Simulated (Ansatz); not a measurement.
# Phonons of La3AlC (Pm-3m) against volume, part 2 of 2

Does La3AlC (Pm-3m) expand much on heating, by its phonons?

Ansatz 0.2.0; DFT PBEsol, scalar-relativistic, plane waves, PAW; PAW set soft_1.

So far, highest frequency on the path or at a solved wavevector (cm⁻¹): step 2 (phonons on a q mesh) 391; step 4 (phonons at the other volume, volume ratio 0.97) 405.

### Step 5. Relaxing at another volume, volume ratio 1.03

The volume is scaled by 1.03 and held; symmetry leaves nothing to relax, so this is a single point. The modes can then be followed against volume.

Contents of input.yaml:

```yaml
crystal:
  lattice:
    - [5.1826515539, 0.0, 0.0]
    - [0.0, 5.1826515539, 0.0]
    - [0.0, 0.0, 5.1826515539]
  atoms:
    - { symbol: La, position: [0.5, 0.5, 0.0] }
    - { symbol: La, position: [0.5, 0.0, 0.5] }
    - { symbol: La, position: [0.0, 0.5, 0.5] }
    - { symbol: Al, position: [0.0, 0.0, 0.0] }
    - { symbol: C, position: [0.5, 0.5, 0.5] }
kpoints:
  mp_grid: { grid: [8, 8, 8] }
hamiltonian:
  xc: pbesol
  pseudopotentials: { kind: paw, azcp: { folder: soft_1 }, xc_functional: pbe }
scf:
  occupations: { method: methfessel_paxton, width: 0.2 }
output:
  forces: true
  stress: true
  eigenvalues: true
```

Started as:

```sh
> ansatz run input.yaml --threads 4 --pin off --max-ram 10240MiB --backend cpu --events-out ev --progress --plain --runs-dir out
```

Numbers of over 12 decimals in the logs are rounded to 6 here.

The program printed:

```text
[...]
Crystal: 5 atoms, lattice volume = 139.205 Å³
Basis set: ecut = 420 eV, 2777 PW (Γ), exchange–correlation on 72×72×72 points (8 copies of the dense FFT grid, shifted against one another)
Bands: 25, of which v1, the nominal top of the filled ones, is band 20 counted from 1 (19 counted from 0)
Symmetry: 48 space group operations
[...]
k-points: 35 of 512
[...]
k-point 0: bands = [... 16 lower, 9.0007, 9.0007, 9.0007, 9.6124, 9.6124, 9.6124, 10.5291, 10.5291, ... 1 higher]
  k-point 1: bands = [... 16 lower, 8.9782, 8.9913, 9.0448, 9.2549, 9.6484, 9.6484, 10.4214, 10.5149, ... 1 higher]
  k-point 2: bands = [... 16 lower, 8.9678, 8.9678, 9.1647, 9.3957, 9.5725, 9.5725, 10.4627, 10.6862, ... 1 higher]
  k-point 34: bands = [... 16 lower, 6.4503, 9.9277, 9.9277, 9.9277, 10.7123, 10.7123, 10.7123, 11.2705, ... 1 higher]
[key lines of the parts left out:]
SCF converged after 9 iterations
Free energy (F): -19256.421668 eV
Fermi energy:    9.503494 eV
P = ⅓ Tr σ = -1.6761 GPa (-16.761 kbar)
```

Wall time 2.5 s (4 threads of Arm Neoverse V2, shared host); peak memory 0.5 GiB; 9.1 s of CPU time.

Numbers from this step:

* pressure: -1.676 GPa
* volume per atom: 27.84 Å³

The run ends at a pressure of -1.68 GPa.

### Step 6. Phonons at the other volume, volume ratio 1.03

The phonons are repeated at this volume on the same k and q meshes.

Edit input.yaml of step 5 so:

```diff
@@ -19,4 +19,11 @@
 output:
-  forces: true
-  stress: true
   eigenvalues: true
+phonons:
+  method: dfpt
+  qmesh: [2, 2, 2]
+  temperatures: { t_max: 1000, t_step: 50 }
+  qpath:
+    path:
+      - [[0.0, 0.0, 0.0], [0.0, 0.5, 0.0], [0.5, 0.5, 0.0], [0.0, 0.0, 0.0], [0.5, 0.5, 0.5], [0.0, 0.5, 0.0]]
+      - [[0.5, 0.5, 0.5], [0.5, 0.5, 0.0]]
+    npoints: 10
```

The program printed:

```text
[...]
Crystal: 5 atoms, lattice volume = 139.205 Å³
Basis set: ecut = 420 eV, 2777 PW (Γ), exchange–correlation on 72×72×72 points (8 copies of the dense FFT grid, shifted against one another)
Bands: 25, of which v1, the nominal top of the filled ones, is band 20 counted from 1 (19 counted from 0)
Symmetry: 48 space group operations
k-points: 35 of 512
[...]
k-point 34: bands = [... 16 lower, 6.4503, 9.9277, 9.9277, 9.9277, 10.7123, 10.7123, 10.7123, 11.2705, ... 6 higher]
[...]
ASR residual: 3.496e-5 → 0.000e0 eV/Å²; symmetrization residual: 1.192e-6 eV/Å²
  ASR residual per site (eV/Å²): 8.32e-6 8.32e-6 8.32e-6 3.24e-6 3.50e-5
[...]
--- Phonons (arbitrary-q DFPT): 4 irreducible q on the 2×2×2 mesh ---
[...]
interpolated dispersion: 62 rows × 15 modes
[...]
[key lines of the parts left out:]
SCF converged after 12 iterations
Free energy (F): -19256.421668 eV
Fermi energy:    9.503495 eV
```

Wall time 5.6 min (4 threads); peak memory 1.7 GiB; 22 min of CPU time.

This step gave:

| Quantity | Value |
| --- | --- |
| sum-rule residual before enforcement | 3.50e-5 eV/Å² |
| lowest frequency on the path | -171.0 cm⁻¹ |
| highest frequency on the path or at a solved wavevector | 377.5 cm⁻¹ |
| highest optical mode at the zone centre (no LO-TO term) | 132.7 cm⁻¹ |
| lowest optical zone-centre mode | -171.0 cm⁻¹ |
| lowest mode on the q mesh (acoustic modes at Γ apart) | -171.0 cm⁻¹ |

The highest optical mode at the zone centre (no LO-TO term) is 132.7 cm⁻¹, -5.1 cm⁻¹ against the base run.

### Step 7. Grüneisen parameters

The Grüneisen parameter of a mode is minus the logarithmic change of its frequency with volume, −d ln ω / d ln V; weighted by heat capacity it gives the expansion.

Numbers from this step:

- bulk modulus: 59.8 GPa

Phonon branches along the path, in cm⁻¹:

| point | branch 1 | branch 2 | branch 3 | branch 4 | branch 12 | branch 13 | branch 14 | branch 15 |
| --- | --- | --- | --- | --- | --- | --- | --- | --- |
| Γ | -169 | -169 | -169 | -50 | 123 | 138 | 138 | 138 |
| halfway | -138 | -138 | -12 | -12 | 138 | 138 | 149 | 244 |
| X | -117 | -117 | 54 | 60 | 140 | 140 | 164 | 382 |
| halfway | 24 | 32 | 42 | 62 | 155 | 189 | 267 | 381 |
| M | 8 | 64 | 64 | 67 | 157 | 255 | 379 | 379 |
| halfway | -47 | -3 | 28 | 40 | 147 | 148 | 254 | 256 |
| Γ | -169 | -169 | -169 | -50 | 123 | 138 | 138 | 138 |
| halfway | -13 | 31 | 31 | 70 | 153 | 276 | 276 | 279 |
| R | -25 | -25 | -25 | 94 | 188 | 391 | 391 | 391 |
| halfway | 23 | 24 | 38 | 74 | 162 | 298 | 300 | 383 |
| X | -117 | -117 | 54 | 60 | 140 | 140 | 164 | 382 |
| jump to R | -25 | -25 | -25 | 94 | 188 | 391 | 391 | 391 |
| halfway | -17 | 28 | 28 | 88 | 174 | 329 | 385 | 385 |
| M | 8 | 64 | 64 | 67 | 157 | 255 | 379 | 379 |

The same for volume x 0.97:

| point | branch 1 | branch 2 | branch 3 | branch 4 | branch 12 | branch 13 | branch 14 | branch 15 |
| --- | --- | --- | --- | --- | --- | --- | --- | --- |
| Γ | -168 | -168 | -168 | -57 | 133 | 146 | 146 | 146 |
| X | -127 | -127 | 55 | 58 | 159 | 159 | 171 | 392 |
| M | -3 | 63 | 63 | 67 | 162 | 276 | 391 | 391 |
| Γ | -168 | -168 | -168 | -57 | 133 | 146 | 146 | 146 |
| R | -28 | -28 | -28 | 96 | 195 | 405 | 405 | 405 |
| X | -127 | -127 | 55 | 58 | 159 | 159 | 171 | 392 |
| R | -28 | -28 | -28 | 96 | 195 | 405 | 405 | 405 |
| M | -3 | 63 | 63 | 67 | 162 | 276 | 391 | 391 |

The same for volume x 1.03:

| point | branch 1 | branch 2 | branch 3 | branch 4 | branch 12 | branch 13 | branch 14 | branch 15 |
| --- | --- | --- | --- | --- | --- | --- | --- | --- |
| Γ | -171 | -171 | -171 | -41 | 113 | 133 | 133 | 133 |
| X | -109 | -109 | 54 | 61 | 130 | 130 | 157 | 371 |
| M | 11 | 64 | 64 | 66 | 152 | 234 | 367 | 367 |
| Γ | -171 | -171 | -171 | -41 | 113 | 133 | 133 | 133 |
| R | -23 | -23 | -23 | 89 | 182 | 378 | 378 | 378 |
| X | -109 | -109 | 54 | 61 | 130 | 130 | 157 | 371 |
| R | -23 | -23 | -23 | 89 | 182 | 378 | 378 | 378 |
| M | 11 | 64 | 64 | 66 | 152 | 234 | 367 | 367 |

### Step 8. Outcome

| Quantity | Value |
| --- | --- |
| bulk modulus | 59.8 GPa |

No expansion is given, because modes are imaginary at one volume or more. The highest optical mode at Γ goes from 146 to 133 cm⁻¹ as the cell grows, a Grüneisen parameter of 1.64. Branches are matched by rank, so values near crossings are rough. With no gap, or one that is small against the smearing, the frequencies hang on the k mesh and the smearing, most of all near Kohn anomalies. Spin-orbit coupling is left out, which can matter for the heavy elements here. The PAW files were made for PBE and serve the other functionals too. A phonon run warned that its eigensolver left some bands unconverged in a pass.

[Logs are printed without paths, hosts, clocks, repeated set-up lines and the standing remarks that a program may print on its own settings, such as how far it seeks lower states.]

[Hosts, paths, dates, database ids (printed as entryN), source tags and the programs' standing remarks are cut or masked in the printed files.]
